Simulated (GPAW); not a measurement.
# A 8-layer slab of Cu(100): work function by functional and basis, part 2 of 2

Wanted: work functions and dipole of a 8-layer slab of Cu(100), with the cost of each level.

GPAW 26.7.0; GPAW, PAW setups; slab in vacuum, relaxation (the session's first sound run).

So far, upper work function (eV): step 2 (relaxing the atoms, PBE, GPAW) 4.55; step 3 (plane waves, PBE) 4.55; step 4 (self-consistent run: xc = "RPBE") 4.37.

## Step 5: Self-consistent run: xc = "vdW-DF2"

The same geometry under vdW-DF2, to see how far the functional moves the levels against the vacuum (the van der Waals functionals take revPBE setups).

Contents of run.py:

```python
import json
import numpy as np
from ase import Atoms
from gpaw import GPAW, PW

slab = Atoms(
    ['Cu', 'Cu', 'Cu', 'Cu', 'Cu', 'Cu', 'Cu', 'Cu'],
    positions=[
        [1.27633, 1.27633, 7.00000],
        [0.00000, 0.00000, 8.80500],
        [1.27633, 1.27633, 10.61000],
        [0.00000, 0.00000, 12.41500],
        [1.27633, 1.27633, 14.26386],
        [-0.00000, -0.00000, 16.10962],
        [1.27633, 1.27633, 17.95838],
        [-0.00000, -0.00000, 19.74887]],
    cell=[[2.55266, 0.0, 0.0], [0.0, 2.55266, 0.0], [0.0, 0.0, 26.635]],
    pbc=[True, True, False])

slab.calc = GPAW(mode=PW(400), xc='vdW-DF2', kpts={'size': (12, 12, 1), 'gamma': True},
                 occupations={'name': 'fermi-dirac', 'width': 0.1}, nbands='160%',
                 convergence={'density': 1e-05}, maxiter=200,
                 poissonsolver={'dipolelayer': 'xy'},
                 symmetry={'tolerance': 1e-3}, txt='slab.txt')
result = {}
energy = slab.get_potential_energy()
fermi = slab.calc.get_fermi_level()
v = slab.calc.get_electrostatic_potential().mean((0, 1)) - fermi
n = slab.calc.get_pseudo_density().mean((0, 1))
L = slab.cell[2, 2]
z = np.arange(len(v)) * L / len(v)
low, high = slab.positions[:, 2].min(), slab.positions[:, 2].max()
below, above = np.interp([low - 4.8, high + 4.8], z, v)
slopes = [np.interp(x, z, np.gradient(v, z)) for x in (low - 4.8, high + 4.8)]
eps = np.array([[slab.calc.get_eigenvalues(k, s) for k in range(len(slab.calc.get_ibz_k_points()))]
                for s in range(slab.calc.get_number_of_spins())]) - fermi
top, bottom = eps[eps < 0].max(), eps[eps > 0].min()
dipole = slab.get_dipole_moment()[2]
print(f'energy {energy:.4f} eV, Fermi level {fermi:.4f} eV, dipole {dipole:.5f} e A')
print(f'potential 4.8 A off the faces, from the Fermi level: lower {below:.4f} eV, upper {above:.4f} eV')
print(f'slope of the potential there: lower {slopes[0]:.5f}, upper {slopes[1]:.5f} eV/A')
print(f'nearest levels on the mesh: {top:.4f} and {bottom:.4f} eV')
print('magnetic moment', round(slab.get_magnetic_moment(), 3))
result.update(energy=energy, fermi=fermi, dipole=dipole, below=below, above=above, slopes=slopes, edges=[top, bottom],
              z=z.tolist(), v=v.tolist(), n=n.tolist(), positions=slab.positions.tolist(),
              forces=slab.get_forces(apply_constraint=False).tolist(), moments=slab.get_magnetic_moments().tolist())
json.dump(result, open('result.json', 'w'))
```

On the command line:

```
$ OMP_NUM_THREADS=1 OPENBLAS_NUM_THREADS=1 python run.py
```

It took 4.9 min on 1 thread of Intel Xeon at 2.80GHz (Skylake/Cascade Lake), shared host; peak memory 0.38 GiB.

Numbers from this step:

- dipole along the normal: 5.29e-4 e·Å
- levels nearest the Fermi level on the mesh: -0.001355, 0.02441 eV from the Fermi level
- upper work function: 4.914 eV
- lower work function: 4.929 eV

Table of electrostatic potential energy of an electron (without an applied field's), less the Fermi level, planar mean by z:

z (Å), electrostatic potential energy of an electron (without an applied field's), less the Fermi level, planar mean (eV) and a bar from the least value:
```
      0.0        4.9 ##############################
      0.5        4.9 ##############################
      1.0        4.9 ##############################
      1.5        4.9 ##############################
      2.0        4.9 ##############################
      2.5        4.9 ##############################
      3.0        4.9 ##############################
      3.5        4.9 ##############################
      4.0        4.9 ##############################
      4.5        4.8 ##############################
      5.0        4.7 ##############################
      5.5        4.0 #############################
      6.0        1.9 ##########################
      6.5       -5.5 ###############
      7.0      -15.7 #
      7.5       -6.2 ##############
      8.0       -2.1 ####################
      8.5      -11.3 #######
      9.0      -13.9 ###
      9.5       -3.1 ##################
     10.0       -4.3 #################
     10.5      -15.3 #
     11.0       -9.0 ##########
     11.5       -1.9 ####################
     12.0       -8.4 ###########
     12.5      -15.5 #
     13.0       -4.5 #################
     13.5       -2.2 ####################
     14.0      -12.2 ######
     14.5      -12.9 #####
     15.0       -2.4 ###################
     15.5       -4.1 #################
     16.0      -15.2 #
     16.5       -8.9 ##########
     17.0       -1.6 #####################
     17.5       -7.3 #############
     18.0      -16.1 
     18.5       -5.6 ###############
     19.0       -2.5 ###################
     19.5      -12.4 #####
     20.0      -12.1 ######
     20.5       -0.7 ######################
     21.0        3.3 ############################
     21.5        4.4 #############################
     22.0        4.8 ##############################
     22.5        4.9 ##############################
     23.0        4.9 ##############################
     23.5        4.9 ##############################
     24.0        4.9 ##############################
     24.5        4.9 ##############################
     25.0        4.9 ##############################
     25.5        4.9 ##############################
     26.0        4.9 ##############################
     26.5        4.9 ##############################
```

The upper face's work function is 4.914 eV, against 4.554 eV in the first plane-wave PBE run at this geometry.

## Step 6: OptPBE vdW: xc = "optPBE-vdW"

The same geometry under optPBE-vdW, to see how far the functional moves the levels against the vacuum (the van der Waals functionals take revPBE setups).

run.py, as its differences from that of step 5:

```diff
@@ -19,3 +19,3 @@
 
-slab.calc = GPAW(mode=PW(400), xc='vdW-DF2', kpts={'size': (12, 12, 1), 'gamma': True},
+slab.calc = GPAW(mode=PW(400), xc='optPBE-vdW', kpts={'size': (12, 12, 1), 'gamma': True},
                  occupations={'name': 'fermi-dirac', 'width': 0.1}, nbands='160%',
```

Run time: 4.4 min. Hardware: 1 thread; peak memory 0.38 GiB.

Numbers from this step:

| Property | Result |
| --- | --- |
| dipole along the normal | 5.05e-4 e·Å |
| levels nearest the Fermi level on the mesh | -0.02666, 0.01506 eV from the Fermi level |
| upper work function | 4.710 eV |
| lower work function | 4.724 eV |

The upper face's work function is 4.710 eV, against 4.554 eV in the first plane-wave PBE run at this geometry.

## Step 7: Self-consistent run: xc = "LDA"

The same geometry under LDA, to see how far the functional moves the levels against the vacuum.

run.py, as its differences from that of step 6:

```diff
@@ -19,3 +19,3 @@
 
-slab.calc = GPAW(mode=PW(400), xc='optPBE-vdW', kpts={'size': (12, 12, 1), 'gamma': True},
+slab.calc = GPAW(mode=PW(400), xc='LDA', kpts={'size': (12, 12, 1), 'gamma': True},
                  occupations={'name': 'fermi-dirac', 'width': 0.1}, nbands='160%',
```

Run time: 4.5 min. Hardware: 1 thread; peak memory 0.29 GiB.

This step gave:

- dipole along the normal: 5.44e-4 e·Å
- levels nearest the Fermi level on the mesh: -0.005348, 0.02094 eV from the Fermi level
- upper work function: 4.915 eV
- lower work function: 4.931 eV

Electrostatic potential energy of an electron (without an applied field's), less the Fermi level, planar mean against z:

| z (Å) | electrostatic potential energy of an electron (without an applied field's), less the Fermi level, planar mean (eV) |
| --- | --- |
| 0.0 | 4.92 |
| 0.5 | 4.93 |
| 1.0 | 4.93 |
| 1.5 | 4.93 |
| 2.0 | 4.93 |
| 2.5 | 4.93 |
| 3.0 | 4.93 |
| 3.5 | 4.93 |
| 4.0 | 4.92 |
| 4.5 | 4.87 |
| 5.0 | 4.72 |
| 5.5 | 4.16 |
| 6.0 | 2.14 |
| 6.5 | -5.18 |
| 7.0 | -15.3 |
| 7.5 | -5.56 |
| 8.0 | -1.39 |
| 8.5 | -10.7 |
| 9.0 | -13.3 |
| 9.5 | -2.41 |
| 10.0 | -3.59 |
| 10.5 | -14.7 |
| 11.0 | -8.44 |
| 11.5 | -1.16 |
| 12.0 | -7.79 |
| 12.5 | -15.0 |
| 13.0 | -3.85 |
| 13.5 | -1.49 |
| 14.0 | -11.6 |
| 14.5 | -12.4 |
| 15.0 | -1.74 |
| 15.5 | -3.47 |
| 16.0 | -14.8 |
| 16.5 | -8.32 |
| 17.0 | -0.867 |
| 17.5 | -6.66 |
| 18.0 | -15.6 |
| 18.5 | -4.94 |
| 19.0 | -1.81 |
| 19.5 | -11.9 |
| 20.0 | -11.8 |
| 20.5 | -0.436 |
| 21.0 | 3.46 |
| 21.5 | 4.52 |
| 22.0 | 4.81 |
| 22.5 | 4.89 |
| 23.0 | 4.91 |
| 23.5 | 4.91 |
| 24.0 | 4.91 |
| 24.5 | 4.92 |
| 25.0 | 4.92 |
| 25.5 | 4.92 |
| 26.0 | 4.92 |
| 26.5 | 4.92 |

The upper face's work function is 4.915 eV, against 4.554 eV in the first plane-wave PBE run at this geometry.

## Step 8: Self-consistent run: xc = "revPBE"

The same geometry under revPBE, to see how far the functional moves the levels against the vacuum.

run.py, as its differences from that of step 7:

```diff
@@ -19,3 +19,3 @@
 
-slab.calc = GPAW(mode=PW(400), xc='LDA', kpts={'size': (12, 12, 1), 'gamma': True},
+slab.calc = GPAW(mode=PW(400), xc='revPBE', kpts={'size': (12, 12, 1), 'gamma': True},
                  occupations={'name': 'fermi-dirac', 'width': 0.1}, nbands='160%',
```

It took 5.3 min on 1 thread; peak memory 0.29 GiB.

Numbers from this step:

| Property | Result |
| --- | --- |
| dipole along the normal | 5.54e-4 e·Å |
| levels nearest the Fermi level on the mesh | -0.01911, 7.43e-4 eV from the Fermi level |
| upper work function | 4.397 eV |
| lower work function | 4.414 eV |

The electrostatic potential energy of an electron (without an applied field's), less the Fermi level, planar mean oscillates, so the rows of the table below give means over windows of 1.81 Å about each position, cut where the curve ends. Its maxima inside the range that stand out by 2 % of the span (Å: eV): 7.9: -1.68, 9.7: -1.77, 11.5: -1.75, 13.3: -1.37, 15.2: -1.43, 17.0: -1.37, 18.9: -1.80. Its minima: 7.0: -15.9, 8.8: -16.1, 10.7: -16.0, 12.5: -16.0, 14.3: -16.1, 16.1: -16.1, 18.0: -16.1, 19.7: -15.9.

Table of electrostatic potential energy of an electron (without an applied field's), less the Fermi level, planar mean by z; means over each step:

| z (Å) | electrostatic potential energy of an electron (without an applied field's), less the Fermi level, planar mean (eV) |
| --- | --- |
| 0.91 | 4.41 |
| 2.71 | 4.41 |
| 4.52 | 4.27 |
| 6.33 | -4.64 |
| 8.14 | -8.15 |
| 9.95 | -8.20 |
| 11.76 | -8.18 |
| 13.57 | -7.78 |
| 15.38 | -7.78 |
| 17.20 | -7.78 |
| 19.00 | -8.23 |
| 20.81 | -0.469 |
| 22.62 | 4.35 |
| 24.43 | 4.40 |
| 26.24 | 4.40 |

The upper face's work function is 4.397 eV, against 4.554 eV in the first plane-wave PBE run at this geometry.

## Step 9: Real-space grid: mode = "fd"

A real-space grid is a second complete basis, so it checks the plane-wave result.

run.py, as its differences from that of step 8:

```diff
@@ -3,3 +3,3 @@
 from ase import Atoms
-from gpaw import GPAW, PW
+from gpaw import GPAW
 
@@ -19,3 +19,3 @@
 
-slab.calc = GPAW(mode=PW(400), xc='revPBE', kpts={'size': (12, 12, 1), 'gamma': True},
+slab.calc = GPAW(mode='fd', h=0.18, xc='PBE', kpts={'size': (12, 12, 1), 'gamma': True},
                  occupations={'name': 'fermi-dirac', 'width': 0.1}, nbands='160%',
```

Wall time 47 min (1 thread); peak memory 1.9 GiB.

This step gave:

| Item | Value |
| --- | --- |
| dipole along the normal | 5.48e-4 e·Å |
| levels nearest the Fermi level on the mesh | -6.94e-4, 0.008595 eV from the Fermi level |
| upper work function | 4.544 eV |
| lower work function | 4.560 eV |

The upper face's work function is 4.544 eV, against 4.554 eV in the first plane-wave PBE run at this geometry.

## Step 10: Atomic orbitals: mode = "lcao"

Atom-centred orbitals end a few angstrom from the surface, which tests how much the density's tail matters.

run.py, as its differences from that of step 9:

```diff
@@ -19,4 +19,4 @@
 
-slab.calc = GPAW(mode='fd', h=0.18, xc='PBE', kpts={'size': (12, 12, 1), 'gamma': True},
-                 occupations={'name': 'fermi-dirac', 'width': 0.1}, nbands='160%',
+slab.calc = GPAW(mode='lcao', basis='dzp', h=0.18, xc='PBE', kpts={'size': (12, 12, 1), 'gamma': True},
+                 occupations={'name': 'fermi-dirac', 'width': 0.1}, nbands='120%',
                  convergence={'density': 1e-05}, maxiter=200,
```

It took 35 min on 1 thread; peak memory 0.41 GiB.

This step gave:

```
dipole along the normal                    : 4.25e-4 e·Å
levels nearest the Fermi level on the mesh : -0.02288, 0.005605 eV from the Fermi level
upper work function                        : 4.199 eV
lower work function                        : 4.211 eV
```

Electrostatic potential energy of an electron (without an applied field's), less the Fermi level, planar mean against z:

z (Å), electrostatic potential energy of an electron (without an applied field's), less the Fermi level, planar mean (eV) and a bar from the least value:
```
      0.0        4.2 ##############################
      0.5        4.2 ##############################
      1.0        4.2 ##############################
      1.5        4.2 ##############################
      2.0        4.2 ##############################
      2.5        4.2 ##############################
      3.0        4.2 ##############################
      3.5        4.2 ##############################
      4.0        4.2 ##############################
      4.5        4.2 ##############################
      5.0        4.0 ##############################
      5.5        3.5 #############################
      6.0        1.5 ##########################
      6.5       -5.7 ###############
      7.0      -15.9 
      7.5       -6.1 ###############
      8.0       -2.0 #####################
      8.5      -11.2 #######
      9.0      -13.9 ###
      9.5       -3.0 ###################
     10.0       -4.1 ##################
     10.5      -15.3 #
     11.0       -8.9 ###########
     11.5       -1.8 #####################
     12.0       -8.3 ############
     12.5      -15.6 #
     13.0       -4.4 #################
     13.5       -2.0 #####################
     14.0      -12.1 ######
     14.5      -12.8 #####
     15.0       -2.3 ####################
     15.5       -4.0 ##################
     16.0      -15.3 #
     16.5       -8.9 ###########
     17.0       -1.4 ######################
     17.5       -7.2 #############
     18.0      -16.1 
     18.5       -5.5 ################
     19.0       -2.4 ####################
     19.5      -12.4 #####
     20.0      -12.3 ######
     20.5       -1.0 ######################
     21.0        2.8 ############################
     21.5        3.8 #############################
     22.0        4.1 ##############################
     22.5        4.2 ##############################
     23.0        4.2 ##############################
     23.5        4.2 ##############################
     24.0        4.2 ##############################
     24.5        4.2 ##############################
     25.0        4.2 ##############################
     25.5        4.2 ##############################
     26.0        4.2 ##############################
     26.5        4.2 ##############################
```

The upper face's work function is 4.199 eV, against 4.554 eV in the first plane-wave PBE run at this geometry.

## Step 11: Cost and result by level

Times are for 1 thread of Intel Xeon at 2.80GHz (Skylake/Cascade Lake), shared host. The runs compared:

| no. | run | upper work function (eV) | lower work function (eV) | time | memory (GiB) |
| --- | --- | --- | --- | --- | --- |
| 1 | pw | 4.554 | 4.569 | 4 min | 0.29 |
| 2 | RPBE | 4.373 | 4.389 | 3.8 min | 0.29 |
| 3 | vdW DF2 | 4.914 | 4.929 | 4.9 min | 0.38 |
| 4 | optPBE vdW | 4.710 | 4.724 | 4.4 min | 0.38 |
| 5 | LDA | 4.915 | 4.931 | 4.5 min | 0.29 |
| 6 | revPBE | 4.397 | 4.414 | 5.3 min | 0.29 |
| 7 | fd | 4.544 | 4.560 | 47 min | 1.9 |
| 8 | lcao | 4.199 | 4.211 | 35 min | 0.41 |

## Step 12: Side by side

Results and costs are gathered.

This step: comparison of work functions, dipole and cost (GPAW 26.7.0).

Ladder, by row:

| step | code | work function, upper (eV) | work function, lower (eV) | dipole (e Å) | wall time (s) | peak memory (GiB) | threads |
| --- | --- | --- | --- | --- | --- | --- | --- |
| pw | GPAW | 4.554 | 4.569 | 4.90e-4 | 238.1 | 0.29 | 1 |
| RPBE | GPAW | 4.373 | 4.389 | 5.18e-4 | 230.1 | 0.29 | 1 |
| vdW-DF2 | GPAW | 4.914 | 4.929 | 5.29e-4 | 296 | 0.38 | 1 |
| optPBE-vdW | GPAW | 4.71 | 4.724 | 5.05e-4 | 262.9 | 0.38 | 1 |
| LDA | GPAW | 4.915 | 4.931 | 5.44e-4 | 267.1 | 0.29 | 1 |
| revPBE | GPAW | 4.397 | 4.414 | 5.54e-4 | 318.9 | 0.29 | 1 |
| fd | GPAW | 4.544 | 4.56 | 5.48e-4 | 2838 | 1.85 | 1 |
| lcao | GPAW | 4.199 | 4.211 | 4.25e-4 | 2126 | 0.41 | 1 |

## Step 13: A changed run

One more run, with changed settings.

This step: GPAW, PAW setups; slab in vacuum (GPAW 26.7.0).

run.py, as its differences from that of step 10:

```diff
@@ -3,3 +3,3 @@
 from ase import Atoms
-from gpaw import GPAW
+from gpaw import GPAW, PW
 
@@ -19,5 +19,5 @@
 
-slab.calc = GPAW(mode='lcao', basis='dzp', h=0.18, xc='PBE', kpts={'size': (12, 12, 1), 'gamma': True},
-                 occupations={'name': 'fermi-dirac', 'width': 0.1}, nbands='120%',
-                 convergence={'density': 1e-05}, maxiter=200,
+slab.calc = GPAW(mode=PW(400), xc='PBE', kpts={'size': (12, 12, 1), 'gamma': True},
+                 occupations={'name': 'fermi-dirac', 'width': 0.1}, nbands='160%',
+                 convergence={'density': 1e-05}, maxiter=6,
                  poissonsolver={'dipolelayer': 'xy'},
```

The job ended after 54 s (1 thread; peak memory 0.29 GiB).

The run stopped without converging, so none of its numbers is a property of the system.

The fault put into the input: too few SCF iterations (maxiter = 6).

## Step 14: Results

- work function, upper and lower face: 4.554 and 4.569 eV
- dipole along the normal: 4.9e-4 e Å

**Reading.** With plane waves and PBE the work function is 4.55 eV on the upper face and 4.57 eV on the lower. The measured value for this face is 4.73 eV (as compiled in "Anisotropic work function of elemental crystals", 2019, arxiv:1902.07811); the relaxed upper face lies 0.18 eV under it with PBE, and optPBE-vdW comes nearest (4.71 eV). Measured work functions scatter by a tenth of an eV or more between methods. Over the sound runs of the table the upper face's work function spans 4.199 (lcao) to 4.915 eV (LDA). Atomic orbitals miss the plane-wave value by -0.35 eV, since they describe the tail of the density in the vacuum poorly. The small printed dipole stands for a step of -14 meV from the lower to the upper face, and the probes find -15 meV; values this small are near the numerical noise of both. The in-plane lattice was kept as typed, which isn't the functional's own and leaves some strain; spin-orbit coupling and temperature are left out.

[Logs are printed without paths, hosts, clocks, repeated set-up lines and the standing remarks that a program may print on its own settings, such as how far it seeks lower states.]

[Hosts, paths, dates, database ids (printed as entryN), source tags and the programs' standing remarks are cut or masked in the printed files.]
